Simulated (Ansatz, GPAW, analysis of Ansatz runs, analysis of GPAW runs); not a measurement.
# Substitutional B in diamond: charge-transition level, PBE (GPAW), part 2 of 4

Subject: substitutional B in diamond. Wanted: its charge-transition level, in one set-up (PBE, plane waves 500 eV, 64-site cell, PBE lattice, k: the zone centre alone then 2x2x2 shifted, start relaxed with Ansatz). The model is a cell of 64 host atoms with 1 C taken out and 1 B put in. The level is the Fermi energy at which two charge states have equal formation energy, after a correction for the images of the charge. A local or semilocal functional is the cheapest first rung.

GPAW 26.7.0; PBE, plane waves 500 eV, 64-site cell, PBE lattice, k: the zone centre alone then 2x2x2 shifted, start relaxed with Ansatz.

So far: Starting point; Relaxation, charge 0.

### Step 2. Relaxation, charge 0 (continued)

Level of this step: GPAW plane-wave PAW DFT, PBE; relaxation of all atoms of a defect supercell (GPAW).

No atom moved by 0.005 Å in the relaxation.

Neighbours of B8 at the end:

| atom | distance (Å) |
| --- | --- |
| C27 | 1.578 |
| C49 | 1.578 |
| C42 | 1.578 |
| C4 | 1.624 |
| C46 | 2.519 |
| C53 | 2.519 |
| C31 | 2.519 |
| C23 | 2.534 |
| C21 | 2.534 |
| C14 | 2.534 |
| C38 | 2.534 |
| C15 | 2.534 |
| C37 | 2.534 |
| C6 | 2.539 |
| C5 | 2.539 |
| C7 | 2.539 |

Read from the output:

```
total moment : 1.000 μB
```

### Step 3. Single point, charge 0

The relaxed structure is kept, and the final numbers are taken at the final level and k-points.

This step: GPAW plane-wave PAW DFT, PBE; single point of a defect supercell.

Input file run.py:

```python
import numpy as np
from ase.io import read, write
from ase.parallel import parprint, world
from gpaw import GPAW, PW

atoms = read('POSCAR')
magmoms = np.zeros(len(atoms))
magmoms[[7, 3, 26, 41]] = 1 / 4
atoms.set_initial_magnetic_moments(magmoms)
calc = GPAW(mode=PW(500),
            xc='PBE',
            kpts={'size': (2, 2, 2), 'gamma': False},
            occupations={'name': 'fermi-dirac', 'width': 0.01, 'fixmagmom': True},
            nbands=136,
            convergence={'density': 1e-05, 'bands': 133},
            maxiter=150,
            symmetry={'point_group': False},
            txt='gpaw.txt')
atoms.calc = calc
energy = atoms.get_potential_energy()
forces = atoms.get_forces()
parprint(f'Energy: {energy:.6f} eV, largest force {np.linalg.norm(forces, axis=1).max():.4f} eV/A')
calc.write('gs.gpw')
write('final.xyz', atoms)
parprint('Moments:', atoms.get_magnetic_moments().round(3))
for s in range(calc.get_number_of_spins()):
    parprint('Levels (eV), spin', s, calc.get_eigenvalues(kpt=0, spin=s)[-16:].round(3))
field = calc.get_electrostatic_potential()
if world.rank == 0:
    np.save('potential.npy', field)
field = calc.get_pseudo_density()
if world.rank == 0:
    np.save('density.npy', field)
field = calc.get_pseudo_density(spin=0) - calc.get_pseudo_density(spin=1)
if world.rank == 0:
    np.save('spin.npy', field)
```

Input file POSCAR:

```
C  B  C 
 1.0000000000000000
     7.1439157092080041   -0.0000000000000009   -0.0000000000000000
     0.0000000000000004    7.1439157092080050   -0.0000000000000000
    -0.0000000000000004   -0.0000000000000018    7.1439157092080032
 C   B   C  
   7   1  56
Direct
 -0.0009502673710511 -0.0014598996439105  0.2489861180343065
 -0.0009595018025150  0.2492146397675480 -0.0016894754209436
[... 1 atom line left out ...]
  0.2456710691221986  0.2451568063355781  0.2449333364536557
  0.1255993220697552  0.1251046423809336  0.3740707111865214
  0.1255926268619802  0.3743152017531932  0.1248789328309283
  0.3748005532244502  0.1250868874122073  0.1248586890310451
  0.3769143533607725  0.3764447705526111  0.3762041308152490
[... 5 atom lines left out ...]
  0.1248782161371418  0.3765370742732653  0.6257479178034129
  0.3770354074206470  0.1243791816936918  0.6257560771941970
[... 5 atom lines left out ...]
  0.1248877529237968  0.6259821884846645  0.3763114277139249
[... 5 atom lines left out ...]
  0.2457185010928143  0.5020609461246892  0.5018388256427867
[... 3 atom lines left out ...]
  0.3747227625529723  0.6257696523823638  0.6255641656353537
[... 10 atom lines left out ...]
  0.5025526904485299  0.2452047128358689  0.5018195043061950
[... 6 atom lines left out ...]
  0.5025381298064067  0.5020495546129031  0.2449868029299619
[... 14 atom lines left out ...]
  0.8756286306594026  0.8751034074971022  0.8749019143582419
```

On the command line:

```console
OMP_NUM_THREADS=1 mpirun -n 4 gpaw python run.py > stdout
```

Output:

```text
__  _  _
 | _ |_)|_||  |
 |__||  | ||/\| - 26.7.0

Input parameters:
  mode=PW(ecut=500.0),
  convergence={'density': 1e-05, 'bands': 133},
  kpts=MonkhorstPack(size=(2, 2, 2), gamma=False),
  maxiter=150,
  nbands=136,
  occupations=Occupations(name='fermi-dirac', width=0.01, fixmagmom=True),
  symmetry=Symmetry(point_group=False),
  xc=XC(name='PBE')

Diagonalizing LCAO Hamiltonian
Converting LCAO to pw mode

                 C        C
            C  C     C C
         C   C C  C   C C
          C C   C C  C   C
          CC    CC CC     C
       C    CCC      CCC
        C    C B C    CCC
         CCC      C C
          C C   C  C C   C
       C   C C  C   C C
        C     C  C     C
           C        C

Atoms  # Å, Bohr magnetons
|    | symbol |         x |         y |         z |    initial magnetic moments |
|----|--------|-----------|-----------|-----------|-----------------------------|
|  0 |      C | -0.006789 | -0.010429 |  1.778736 | ( 0.0000,  0.0000,  0.0000) |
|  1 |      C | -0.006855 |  1.780368 | -0.012069 | ( 0.0000,  0.0000,  0.0000) |
|  2 |      C |  1.784005 | -0.010552 | -0.012056 | ( 0.0000,  0.0000,  0.0000) |
|  3 |      C |  1.755053 |  1.751380 |  1.749783 | ( 0.0000,  0.0000,  0.2500) |
|  4 |      C |  0.897271 |  0.893737 |  2.672330 | ( 0.0000,  0.0000,  0.0000) |
|  5 |      C |  0.897223 |  2.674076 |  0.892125 | ( 0.0000,  0.0000,  0.0000) |
|  6 |      C |  2.677544 |  0.893610 |  0.891980 | ( 0.0000,  0.0000,  0.0000) |
|  7 |      B |  2.692644 |  2.689290 |  2.687571 | ( 0.0000,  0.0000,  0.2500) |
|  8 |      C | -0.000774 | -0.004469 |  5.350171 | ( 0.0000,  0.0000,  0.0000) |
|  9 |      C | -0.000397 |  1.782933 |  3.564646 | ( 0.0000,  0.0000,  0.0000) |
| 10 |      C |  1.786422 | -0.004076 |  3.564748 | ( 0.0000,  0.0000,  0.0000) |
[...]
| 59 |      C |  5.355100 |  5.351227 |  5.349951 | ( 0.0000,  0.0000,  0.0000) |
| 60 |      C |  4.469158 |  4.465442 |  6.248546 | ( 0.0000,  0.0000,  0.0000) |
| 61 |      C |  4.469415 |  6.249939 |  4.464136 | ( 0.0000,  0.0000,  0.0000) |
| 62 |      C |  6.253683 |  4.465631 |  4.464077 | ( 0.0000,  0.0000,  0.0000) |
| 63 |      C |  6.255417 |  6.251665 |  6.250226 | ( 0.0000,  0.0000,  0.0000) |

Unit cell  # Å
| periodic |         x |         y |         z |  lengths |    angles |
|----------|-----------|-----------|-----------|----------|-----------|
|      yes |  7.143916 | -0.000000 | -0.000000 | 7.143916 | 90.000000 |
|      yes |  0.000000 |  7.143916 | -0.000000 | 7.143916 | 90.000000 |
|      yes | -0.000000 | -0.000000 |  7.143916 | 7.143916 | 90.000000 |

Number of symmetries: 1
Symmetry operations  # r_c * U_cc + t_c -> r_c
|   | kind |            matrix            |
|---|------|------------------------------|
| 0 |  E   |  1, 0, 0,  0, 1, 0,  0, 0, 1 |

BZ-sampling:
  Number of BZ points: 8
  Number of IBZ points: 4

  Monkhorst-Pack size: [2, 2, 2]
  Monkhorst-Pack shift: [0, 0, 0]

K-points  # in reciprocal-cell coordinates
|   |                                coordinates |     weight |
|---|--------------------------------------------|------------|
| 0 | (  0.25000000,  -0.25000000,  -0.25000000) | 0.25000000 |
| 1 | (  0.25000000,  -0.25000000,   0.25000000) | 0.25000000 |
| 2 | (  0.25000000,   0.25000000,  -0.25000000) | 0.25000000 |
| 3 | (  0.25000000,   0.25000000,   0.25000000) | 0.25000000 |

Plane wave coefficients: 9249
Cutoff: 500.0 eV

Spin-components: 2 (collinear spins)
Bands:           136
Projectors:      320
Spin-degeneracy: 1
Datatype:        complex128

Density:
  Valence electrons: 255.0
  Components: 2
  Grid points: [40 40 40]
  Charge: 0.0  # |e|

Potential:
  Grid points: [40 40 40]

species:
  C:
    name:    Carbon
    Z:       6.0
    valence: 4
    core:    2
    charge:  0.0  # [|e|]
    compensation charges:
      type: gauss
      rc: 0.20  # [Å]
      lmax: 2
    cutoffs:
      filter: 1.14  # [Å]
      core: 1.14  # [Å]
    projectors
    | kind |    occ | energy [eV] | rcut [Å] |
    |------|--------|-------------|----------|
    |   2s |  2.000 |     -13.751 |    0.635 |
    |   2p |  2.000 |      -5.284 |    0.635 |
    |    s |        |      13.461 |    0.635 |
    |    p |        |      21.927 |    0.635 |
    |    d |        |       0.000 |    0.635 |

    Using partial waves for C as LCAO basis

  B:
    name:    Boron
    Z:       5.0
    valence: 3
    core:    2
    charge:  0.0  # [|e|]
    compensation charges:
      type: gauss
      rc: 0.20  # [Å]
      lmax: 2
    cutoffs:
      filter: 1.14  # [Å]
      core: 1.38  # [Å]
    projectors
    | kind |    occ | energy [eV] | rcut [Å] |
    |------|--------|-------------|----------|
    |   2s |  2.000 |      -9.443 |    0.635 |
    |   2p |  1.000 |      -3.606 |    0.635 |
    |    s |        |      17.768 |    0.635 |
    |    p |        |      23.605 |    0.635 |
    |    d |        |       0.000 |    0.635 |

    Using partial waves for B as LCAO basis

Reference energy: -65410.060842  # eV

eigensolver:
  PPCG
  Converge bands: 133
  niter=2

density mixing:
  MSR1-Mixer
  Pratt-step length: 0.05
  Maximum mixing coefficient: 0.75
  Old densities: 10
  SVD Regularization: 0.005
  Good broyden scale: 1.0
  Trust region scale: 1.0
  Backstep threshold: 4.0
  History deletion threshold: 6.0
  Fourier metric: weight=20.0, sigma=0.015

occupation numbers:
  Fixed magnetic moment: 1.000
  Fermi-Dirac:
    width: 0.0100  # eV

poisson solver:
  ecut: 4000.0  # eV

xc functional:
  name: PBE with 2 nearest neighbor stencil

Initialization done in: 15.633 s

convergence criteria:
- Maximum integral of absolute [dens]ity change: 1e-05 electrons / valence electron
- Maximum [total energy] change in last 3 cyles: 0.0005 eV / valence electron
- Maximum integral of absolute [eigenst]ate change: 4e-08 eV^2 / valence electron
maximum number of iterations: 150

SCF iterations
|iter     | |      energy | eigst |  dens |  magmom |
|---------|-|-------------|-------|-------|---------|
|iter:   1| | -593.642837 | +0.18 |       |  +0.9938|
|iter:   2| | -591.394419 | -1.79 | -0.79 |  +0.9942|
|iter:   3| | -577.772412 | -1.23 | -0.81 |  +0.9983|
|iter:   4| | -577.606273 | -1.59 | -1.47 |  +0.9996|
|iter:   5| | -577.540380 | -1.91 | -2.18 |  +0.9997|
|iter:   6| | -577.538338c| -2.11 | -2.40 |  +0.9999|
|iter:   7| | -577.538648c| -1.96 | -2.94 |  +1.0000|
|iter:   8| | -577.538594c| -1.65 | -3.48 |  +1.0000|
|iter:   9| | -577.538603c| -1.71 | -3.83 |  +1.0000|
|iter:  10| | -577.538608c| -1.79 | -4.14 |  +1.0000|
|iter:  11| | -577.538609c| -2.00 | -4.46 |  +1.0000|
|iter:  12| | -577.538609c| -2.29 | -4.91 |  +1.0000|
|iter:  13| | -577.538609c| -2.59 | -5.24c|  +1.0000|
|iter:  14| | -577.538609c| -2.83 | -5.48c|  +1.0000|
|iter:  15| | -577.538609c| -3.06 | -5.86c|  +1.0000|
|iter:  16| | -577.538609c| -3.32 | -6.15c|  +1.0000|
|iter:  17| | -577.538609c| -3.57 | -6.58c|  +1.0000|
|iter:  18| | -577.538609c| -3.83 | -6.78c|  +1.0000|
|iter:  19| | -577.538609c| -4.12 | -7.17c|  +1.0000|
|iter:  20| | -577.538609c| -4.36 | -7.47c|  +1.0000|
|iter:  21| | -577.538609c| -4.67 | -7.86c|  +1.0000|
|iter:  22| | -577.538609c| -4.90 | -8.10c|  +1.0000|
|iter:  23| | -577.538609c| -5.18 | -8.38c|  +1.0000|
|iter:  24| | -577.538609c| -5.43 | -8.67c|  +1.0000|
|iter:  25| | -577.538609c| -5.68 | -9.04c|  +1.0000|
|iter:  26| | -577.538609c| -5.93 | -9.29c|  +1.0000|
|iter:  27| | -577.538609c| -6.17 | -9.59c|  +1.0000|
|iter:  28| | -577.538609c| -6.43 | -9.87c|  +1.0000|
|iter:  29| | -577.538609c| -6.66 |-10.34c|  +1.0000|
|iter:  30| | -577.538609c| -6.90 |-10.67c|  +1.0000|
|iter:  31| | -577.538609c| -7.13 |-10.94c|  +1.0000|
|iter:  32| | -577.538609c| -7.36 |-11.20c|  +1.0000|
|iter:  33| | -577.538609c| -7.61c|-11.50c|  +1.0000|

Converged in 33 steps
SCF loop duration: 275.200 s (8.339 s/step)
Energy contributions relative to reference atoms: (reference = -65410.060842)

Energy contributions:
  Kinetic:         525.948745
  Coulomb:        -494.501380
  Zero:              0.695486
  External:          0.000000
  Xc:             -609.678917
  Entropy:          -0.005087
  Spinorbit:         0.000000
  ----------------------------
  Free energy:    -577.541152
  Extrapolated:   -577.538609

dipole moment: (112.761361, 111.866277, 111.493973)  # |e|*Ang

Total magnetic moment: (0.000000, 0.000000, 1.000000)

Local magnetic moments
|        x |        y |        z |
|----------|----------|----------|
| 0.000000 | 0.000000 | 0.011931 |  # C    0
| 0.000000 | 0.000000 | 0.011936 |  # C    1
| 0.000000 | 0.000000 | 0.011926 |  # C    2
| 0.000000 | 0.000000 | 0.037379 |  # C    3
| 0.000000 | 0.000000 | 0.008792 |  # C    4
| 0.000000 | 0.000000 | 0.008823 |  # C    5
| 0.000000 | 0.000000 | 0.008778 |  # C    6
| 0.000000 | 0.000000 | 0.021597 |  # B    7
| 0.000000 | 0.000000 | 0.007290 |  # C    8
| 0.000000 | 0.000000 | 0.005623 |  # C    9
[...]
Fermi levels: 14.147, 11.449
Eigenvalues  # (at kpt = [0.250, -0.250, -0.250])
| band index |      eig [eV] | occ [0-1] |      eig [eV] | occ [0-1] |
|------------|---------------|-----------|---------------|-----------|
|          0 |        -9.045 |     1.000 |        -9.023 |     1.000 |
|        ... |               |           |               |           |
|        120 |         9.861 |     1.000 |         9.891 |     1.000 |
|        121 |         9.866 |     1.000 |         9.891 |     1.000 |
|        122 |        10.096 |     1.000 |        10.127 |     1.000 |
|        123 |        10.426 |     1.000 |        10.466 |     1.000 |
|        124 |        10.428 |     1.000 |        10.476 |     1.000 |
|        125 |        10.555 |     1.000 |        10.646 |     1.000 |
|        126 |        11.389 |     1.000 |        11.422 |     0.938 |
|        127 |        11.651 |     1.000 |        11.743 |     0.000 |
|        128 |        16.894 |     0.000 |        16.911 |     0.000 |
|        129 |        16.933 |     0.000 |        16.947 |     0.000 |
|        130 |        16.981 |     0.000 |        16.997 |     0.000 |
|        131 |        17.120 |     0.000 |        17.142 |     0.000 |
|        132 |        17.171 |     0.000 |        17.189 |     0.000 |
|        133 |        17.220 |     0.000 |        17.240 |     0.000 |
|        134 |        17.773 |     0.000 |        17.794 |     0.000 |
|        135 |        17.786 |     0.000 |        17.805 |     0.000 |

Gap: 5.126 eV
Transition (v -> c):
  (s=1, k=0, n=127, [0.25, -0.25, -0.25]) -> (s=0, k=3, n=128, [0.25, 0.25, 0.25])
Direct/indirect transitions are different
Direct gap: 5.151 eV
Transition at: (s=1->0, k=0, n=127, [0.25, -0.25, -0.25])

Forces  # eV/Ang
|        x |        y |        z |
|----------|----------|----------|
[...]
|  0.13092 |  0.13416 |  0.13071 |  # C   59
| -0.14848 | -0.14460 | -0.12830 |  # C   60
| -0.15236 | -0.12363 | -0.15088 |  # C   61
| -0.12820 | -0.14798 | -0.14919 |  # C   62
| -0.12492 | -0.12048 | -0.12465 |  # C   63

# Writing to gs.gpw (mode='')
```

Wall time 5 min (4 MPI ranks of Arm Neoverse V2, shared host); peak memory 2.4 GiB.

This step gave:

* total moment: 1.0000 μB

(Part 2 of 4 ends here.)

[Logs are printed without paths, hosts, clocks, repeated set-up lines and the standing remarks that a program may print on its own settings, such as how far it seeks lower states.]

[Hosts, paths, dates, database ids (printed as entryN), source tags and the programs' standing remarks are cut or masked in the printed files.]

[For some hosts the program warned that the k-mesh of the response run may be too coarse for force constants and the static dielectric constant; such warnings are not shown here.]
